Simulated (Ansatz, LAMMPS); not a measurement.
## Structural relaxation of amorphous 38SiO2-62GeO2 (mol %) (96 atoms)

How does amorphous 38SiO2-62GeO2 (mol %) (96 atoms) relax, and what do bonds, charges and levels look like afterwards?

Program: Ansatz 0.2.0. Level of theory: Kohn-Sham DFT, PBE, PAW (set soft_2), plane waves. Results are calculated unless marked as measured.

Most raw output is cut from this account.

### 1. The starting structure

The cell holds 96 atoms: 12 Si, 20 Ge and 64 O. Cell: a = 11.438 Å, b = 11.438 Å, c = 11.438 Å, α = 90.0°, β = 90.0°, γ = 90.0°. 96 atoms (12 Si, 20 Ge, 64 O) placed at random at 3.12 g/cm³, melted at 5000 K for 10 ps at fixed volume with the Morse and Coulomb pair potential with partial charges (Pedone, Malavasi, Menziani, Cormack and Segre, J. Phys. Chem. B 110, 11780 (2006)). Quenched from 5000 K to 300 K at 50 K/ps and fixed volume, held 5 ps, then minimised at fixed cell.

Limits known from the start: The quench rate of 50 K/ps is orders of magnitude faster than experiment, which tends to freeze in extra defects. The starting topology of bonds comes from the classical model. The Brillouin zone is sampled at Γ only, in a cell whose shortest periodic width is 11 Å.

### 2. The classical run that made the cell

A classical potential supplies the starting structure, since it reaches far longer times than DFT.

This step: classical MD, Morse and Coulomb pair potential with partial charges (Pedone, Malavasi, Menziani, Cormack and Segre, J. Phys. Chem. B 110, 11780 (2006)) (LAMMPS 22 Jul 2025 - Update 4).

in.lmp

```
# melt-quench of Si12Ge20O64
units metal
atom_style charge
boundary p p p
region box block 0 11.4375 0 11.4375 0 11.4375
create_box 3 box
mass 1 28.0850   # Si
mass 2 72.6300   # Ge
mass 3 15.9990   # O
create_atoms 1 random 12 39565 NULL overlap 1.5 maxtry 2000
create_atoms 2 random 20 39572 NULL overlap 1.5 maxtry 2000
create_atoms 3 random 64 39579 NULL overlap 1.5 maxtry 2000
pair_style hybrid/overlay pedone 5.5 coul/long 8.0
pair_coeff * * coul/long
pair_coeff 1 3 pedone 0.340554 2.006700 2.100000 1   # Si-O
pair_coeff 2 3 pedone 0.158118 2.294230 2.261313 5   # Ge-O
pair_coeff 3 3 pedone 0.042395 1.379316 3.618701 22   # O-O
set type 1 charge 2.4
set type 2 charge 2.4
set type 3 charge -1.2
kspace_style pppm 1.0e-4
neigh_modify delay 0 every 1 check yes
thermo_style custom step time temp pe press density
thermo_modify norm yes
timestep 0.002
thermo 100
min_style cg
minimize 1e-4 1e-4 200 2000
reset_timestep 0
velocity all create 5000 39566 mom yes dist gaussian
fix lim all nve/limit 0.05
fix lan all langevin 5000 5000 0.2 39567 zero yes
thermo 500
run 1000 post no
# [... 10 lines left out ...]
thermo 1250
fix md all nvt temp 300 300 0.2
run 2500 post no
unfix md
thermo 100
min_style cg
minimize 0 1e-3 2000 20000
write_dump all custom glass.dump id type xs ys zs modify sort id
```

On the command line:

```console
$ lmp -in in.lmp -log none -nocite
```

It took 25 s on 1 thread of AMD EPYC 7B13 (Zen 3), shared host; peak memory 0.071 GiB.

### 3. Single point at the start

A single point comes first, to see the forces before anything moves.

input.yaml

```yaml
crystal:
  lattice:
    - [11.4375, 0.0, 0.0]
    - [0.0, 11.4375, 0.0]
    - [0.0, 0.0, 11.4375]
  atoms:
    - { symbol: Si, position: [0.55984, 0.67213, 0.88759] }
    - { symbol: Si, position: [0.86074, 0.33715, 0.73616] }
    - { symbol: Si, position: [0.66045, 0.47064, 0.05804] }
    - { symbol: Si, position: [0.19597, 0.56131, 0.67844] }
    - { symbol: Si, position: [0.5931, 0.32453, 0.63333] }
    - { symbol: Si, position: [0.35128, 0.34792, 0.78152] }
    - { symbol: Si, position: [0.09795, 0.19083, 0.31782] }
    - { symbol: Si, position: [0.67703, 0.00901, 0.98833] }
    - { symbol: Si, position: [0.96384, 0.57043, 0.83315] }
    - { symbol: Si, position: [0.79861, 0.25243, 0.97892] }
    - { symbol: Si, position: [0.47605, 0.30421, 0.18313] }
    - { symbol: Si, position: [0.1244, 0.24322, 0.67276] }
    - { symbol: Ge, position: [0.09885, 0.8113, 0.15062] }
    - { symbol: Ge, position: [0.28498, 0.41795, 0.03881] }
    - { symbol: Ge, position: [0.42897, 0.05096, 0.05183] }
    - { symbol: Ge, position: [0.18877, 0.9357, 0.39578] }
    - { symbol: Ge, position: [0.36086, 0.70053, 0.07318] }
    - { symbol: Ge, position: [0.15119, 0.99926, 0.9462] }
    - { symbol: Ge, position: [0.66543, 0.71554, 0.38135] }
    - { symbol: Ge, position: [0.05956, 0.24112, 0.04724] }
    - { symbol: Ge, position: [0.202, 0.98729, 0.6688] }
    - { symbol: Ge, position: [0.81075, 0.81431, 0.83952] }
    - { symbol: Ge, position: [0.4843, 0.51397, 0.45157] }
    - { symbol: Ge, position: [0.21179, 0.40303, 0.45498] }
    - { symbol: Ge, position: [0.40978, 0.70318, 0.65557] }
    - { symbol: Ge, position: [0.84688, 0.06291, 0.35116] }
    - { symbol: Ge, position: [0.47575, 0.98443, 0.58556] }
    - { symbol: Ge, position: [0.44318, 0.85735, 0.28115] }
    - { symbol: Ge, position: [0.89855, 0.61982, 0.0907] }
    - { symbol: Ge, position: [0.7559, 0.8978, 0.57558] }
    - { symbol: Ge, position: [0.78932, 0.85268, 0.16742] }
    - { symbol: Ge, position: [0.57244, 0.1591, 0.40401] }
    - { symbol: O, position: [0.83961, 0.76022, 0.05782] }
    - { symbol: O, position: [0.13525, 0.32452, 0.35032] }
    - { symbol: O, position: [0.54135, 0.01764, 0.9546] }
    - { symbol: O, position: [0.08792, 0.55718, 0.76715] }
    - { symbol: O, position: [0.96373, 0.1568, 0.35531] }
    - { symbol: O, position: [0.56859, 0.82975, 0.35528] }
    - { symbol: O, position: [0.26423, 0.68199, 0.68655] }
    - { symbol: O, position: [0.11214, 0.10786, 0.66153] }
    - { symbol: O, position: [0.43498, 0.96297, 0.17462] }
    - { symbol: O, position: [0.17755, 0.08588, 0.37116] }
    - { symbol: O, position: [0.91157, 0.70072, 0.82966] }
    - { symbol: O, position: [0.51068, 0.25774, 0.31012] }
    - { symbol: O, position: [0.48223, 0.04518, 0.44443] }
    - { symbol: O, position: [0.76308, 0.74794, 0.27168] }
    - { symbol: O, position: [0.34602, 0.03921, 0.64619] }
    - { symbol: O, position: [0.71637, 0.3644, 0.98667] }
    - { symbol: O, position: [0.6768, 0.92811, 0.10644] }
    - { symbol: O, position: [0.36333, 0.37098, 0.91837] }
    - { symbol: O, position: [0.01571, 0.68525, 0.16191] }
    - { symbol: O, position: [0.73022, 0.33058, 0.6758] }
    - { symbol: O, position: [0.17884, 0.94287, 0.80996] }
    - { symbol: O, position: [0.77225, 0.94358, 0.9108] }
    - { symbol: O, position: [0.16567, 0.52004, 0.54522] }
    - { symbol: O, position: [0.67625, 0.74267, 0.85927] }
    - { symbol: O, position: [0.29889, 0.46714, 0.71982] }
    - { symbol: O, position: [0.45921, 0.73759, 0.96558] }
    - { symbol: O, position: [0.77311, 0.53843, 0.11523] }
    - { symbol: O, position: [0.19043, 0.29669, 0.56047] }
    - { symbol: O, position: [0.06959, 0.91059, 0.0393] }
    - { symbol: O, position: [0.70728, 0.12325, 0.34788] }
    - { symbol: O, position: [0.56877, 0.40496, 0.14285] }
    - { symbol: O, position: [0.23657, 0.7782, 0.10008] }
    - { symbol: O, position: [0.46954, 0.1875, 0.10219] }
    - { symbol: O, position: [0.23144, 0.26711, 0.76874] }
    - { symbol: O, position: [0.62704, 0.9728, 0.60676] }
    - { symbol: O, position: [0.44306, 0.8434, 0.62644] }
    - { symbol: O, position: [0.96244, 0.55047, 0.97344] }
    - { symbol: O, position: [0.9933, 0.30234, 0.68427] }
    - { symbol: O, position: [0.8251, 0.8702, 0.70126] }
    - { symbol: O, position: [0.55998, 0.43463, 0.554] }
    - { symbol: O, position: [0.72083, 0.76333, 0.5122] }
    - { symbol: O, position: [0.59669, 0.56212, 0.97087] }
    - { symbol: O, position: [0.16921, 0.91412, 0.54214] }
    - { symbol: O, position: [0.28957, 0.03541, 0.00014] }
    - { symbol: O, position: [0.07989, 0.13172, 0.94719] }
    - { symbol: O, position: [0.83269, 0.97645, 0.4736] }
    [... 12 atom lines left out ...]
    - { symbol: O, position: [0.10307, 0.18205, 0.17831] }
    - { symbol: O, position: [0.30875, 0.56414, 0.04446] }
    - { symbol: O, position: [0.32169, 0.87386, 0.36472] }
    - { symbol: O, position: [0.35046, 0.36195, 0.16191] }
    - { symbol: O, position: [0.72809, 0.13728, 0.01146] }
    - { symbol: O, position: [0.91294, 0.2684, 0.05868] }
kpoints:
  mp_grid: { grid: [1, 1, 1] }
hamiltonian:
  xc: pbe
scf:
  occupations: { method: fermi_dirac, width: 0.025 }
output:
  forces: true
```

On the command line:

```console
$ ansatz run input.yaml --threads 4 --pin off --max-ram 8192MiB --backend cpu --events-out ev --progress --plain --runs-dir out
```

Elapsed: 15 s, on 4 threads of AMD EPYC 7B13 (Zen 3), shared host; peak memory 2.1 GiB; 52 s of CPU time.

The run gave:

```
free energy            : -129865.4695 eV
free energy per atom   : -1352.7653 eV/atom
SCF cycles             : 9
r.m.s. force component : 0.8533 eV/Å
longest force          : 3.146 eV/Å
Fermi energy           : 3.752 eV
```

The r.m.s. force component of 0.85 eV/Å sets the starting point.

Length of the force by element:

```csv
element,coordination,atoms,mean length of the force (eV/Å),spread,least,most
Ge,all,20,1.38,0.515,0.617,2.24
O,all,64,1.33,0.537,0.143,2.33
Si,all,12,1.49,0.825,0.554,3.15
```

### 4. Cell and atoms relaxed

The cell is relaxed with the atoms, since the starting lattice needn't suit this functional.

Edit input.yaml of step 3 so:

```diff
@@ -15 +15,5 @@
   forces: true
+relax:
+  f_tol: 0.04
+  max_steps: 250
+  cell: {}
```

Elapsed: 3 min, on 4 threads; peak memory 2.2 GiB; 11 min of CPU time.

Relaxation path:

```csv
step,energy less that of the first step (eV),largest force component (eV/Å),pressure (GPa),volume (Å³)
1,0.0000,2.5723,6.31,1496.21
2,-4.2627,1.7456,2.93,1519.83
3,-7.5808,0.7354,-0.44,1508.01
4,-8.3971,0.2775,-0.05,1480.83
5,-8.6296,0.1089,-0.04,1470.41
6,-8.7032,0.0839,0.02,1463.63
7,-8.7141,0.0993,-0.01,1465.04
8,-8.7186,0.1073,-0.08,1464.02
9,-8.7228,0.0143,0.00,1463.95
10*,-8.7061,0.0147,-0.03,1463.95
11,-8.7120,0.0265,-0.01,1464.12
12,-8.7158,0.0113,0.00,1463.46
13*,-8.7174,0.0113,0.00,1463.46
```

Relaxation steps marked * repeat the geometry before them on a plane-wave basis chosen anew for their cell, so energy and pressure can jump there.

```csv
cell as run,before,after,change
a (Å),11.438,10.959,-4.2 %
b (Å),11.438,11.595,+1.4 %
c (Å),11.438,11.542,+0.9 %
α (°),90.00,90.29,+0.3 %
β (°),90.00,87.63,-2.6 %
γ (°),90.00,92.91,+3.2 %
volume (Å³/atom),15.59,15.24,-2.2 %
```

The atoms that moved most (Å, as changes of fractional coordinates times the final cell):

```csv
atom,dx,dy,dz,length
O92,-0.406,-0.126,0.639,0.768
O58,-0.298,-0.382,-0.128,0.501
O68,0.262,0.029,0.359,0.445
O72,0.354,0.228,0.096,0.432
O50,0.068,0.419,-0.040,0.427
O65,0.282,0.052,-0.306,0.419
O67,0.085,0.408,-0.019,0.418
O64,0.240,0.218,0.175,0.368
```

The relaxation changed the energy by -90.8 meV/atom, and atoms moved by 0.25 Å r.m.s., 0.77 Å at most.

### 5. Distances and neighbours after relaxation

Bonds before and after, by the cutoffs listed below:

```csv
pair,bonds before,bonds after,mean before (Å),mean after (Å),spread before (Å),spread after (Å)
O-Ge,80,80,1.725,1.771,0.020,0.015
O-Si,48,48,1.620,1.639,0.026,0.014
```

Density 3.19 g/cm³, 15.24 Å³ an atom.

g(r), total and by pair (bins of 0.2 Å):

```csv
r (Å),total,O-O,O-Ge,O-Si,Ge-Ge,Ge-Si,Si-Si
1.60,2.27,0.00,0.00,13.60,0.00,0.00,0.00
1.80,3.22,0.00,11.57,0.00,0.00,0.00,0.00
2.00,0.00,0.00,0.00,0.00,0.00,0.00,0.00
2.20,0.00,0.00,0.00,0.00,0.00,0.00,0.00
2.40,0.00,0.00,0.00,0.00,0.00,0.00,0.00
2.60,1.10,2.46,0.00,0.00,0.00,0.00,0.00
2.80,1.53,3.17,0.34,0.00,0.00,0.58,0.00
3.00,1.27,2.15,0.34,0.16,1.26,1.85,2.68
3.20,1.01,0.73,0.39,0.36,5.71,3.12,7.15
3.40,0.64,0.55,0.67,0.85,1.01,0.44,0.00
3.60,0.83,0.68,1.16,1.13,0.23,0.00,0.60
3.80,1.00,0.68,1.66,1.43,0.00,0.00,0.00
4.00,1.02,0.74,1.00,1.97,1.48,0.30,0.00
4.20,1.14,0.52,1.75,1.98,0.66,0.54,1.86
4.40,1.09,0.62,1.56,1.57,0.92,1.01,2.06
4.60,1.13,1.12,1.29,0.94,1.36,0.80,0.76
4.80,0.93,1.17,0.67,0.43,1.27,1.47,1.75
5.00,1.03,1.25,0.79,0.54,1.51,1.64,0.98
5.20,1.17,1.52,0.71,0.81,1.61,1.27,1.50
5.40,1.01,1.31,0.61,0.70,1.00,1.41,1.41
```

Bonds by pair of elements; cutoffs follow the first minimum of g(r), held within bounds set by covalent radii, and pairs that aren't listed don't count as bonded:

```csv
pair A-B,cutoff (Å),bonds,mean length (Å),spread (Å),shortest (Å),B about A,A about B
O-Ge,2.17,80,1.77,0.015,1.74,1.25,4
O-Si,2.08,48,1.64,0.014,1.61,0.75,4
```

How many atoms have how many bonded neighbours:

```csv
element,mean,2,4
Ge,4,0,20
O,2,64,0
Si,4,0,12
```

Bond angles, per cent of each kind in bins of 5°:

```csv
angle (°),O-Ge-O,O-Si-O,Ge-O-Ge,Ge-O-Si,Si-O-Si
90–95,1.7,0.0,0.0,0.0,0.0
95–100,10.8,1.4,0.0,0.0,0.0
100–105,18.3,16.7,0.0,0.0,0.0
105–110,27.5,40.3,0.0,0.0,0.0
110–115,20.8,31.9,0.0,4.2,0.0
115–120,11.7,4.2,14.3,8.3,0.0
120–125,5.0,5.6,21.4,8.3,0.0
125–130,2.5,0.0,17.9,20.8,8.3
130–135,0.8,0.0,17.9,4.2,8.3
135–140,0.8,0.0,14.3,37.5,0.0
140–145,0.0,0.0,3.6,0.0,16.7
145–150,0.0,0.0,3.6,0.0,25.0
150–155,0.0,0.0,7.1,8.3,16.7
155–160,0.0,0.0,0.0,8.3,0.0
160–165,0.0,0.0,0.0,0.0,8.3
165–170,0.0,0.0,0.0,0.0,16.7
```

Bond angles (no mean is given where the spread exceeds 20°):

```csv
angle,count,mean (°),spread (°)
O-Ge-O,120,110,8
O-Si-O,72,110,4.7
Ge-O-Ge,28,130,9.9
Ge-O-Si,24,134,11.5
Si-O-Si,12,150,12.3
```

Oxygen atoms by the number of network formers (Si, P, Ge, B, Al, As, Ga) bound to them:

```csv
network formers bound to O,O atoms,per cent
0,0,0
1,0,0
2,64,100
```

Network units: each former by its oxygen neighbours and how many of them bridge to another former:

```csv
former,O neighbours,bridging O,atoms
Si,4,4,12
Ge,4,4,20
```

Rings of the network by King's shortest-path rule, up to 12 atoms, one path for each pair of neighbours; H, halogens, alkali and alkaline-earth atoms are left out, and the last column divides by all other atoms, bonded or not:

```csv
ring size (atoms),rings,per network atom
8,5,0.052
10,18,0.188
12,13,0.135
```

Counting bonds as in the table, all Ge atoms have 4, all O atoms have 2 and all Si atoms have 4 bonded neighbours. The O-Ge-O angle averages 110° with a spread of 8°. 100 % of the oxygens bridge two formers (Si and Ge) and 0 % are non-bridging. The commonest Ge unit has 4 oxygens, 4 of them shared with other formers (20 of 20 atoms). Rings of 10 atoms are the most common (50 % of those counted); sizes run from 8 to 12, where the search stops.

(Continued in part 2 of 2.)

[Logs are printed without paths, hosts, clocks, repeated set-up lines and the standing remarks that a program may print on its own settings, such as how far it seeks lower states.]

[Hosts, paths, dates, database ids (printed as entryN), source tags and the programs' standing remarks are cut or masked in the printed files.]
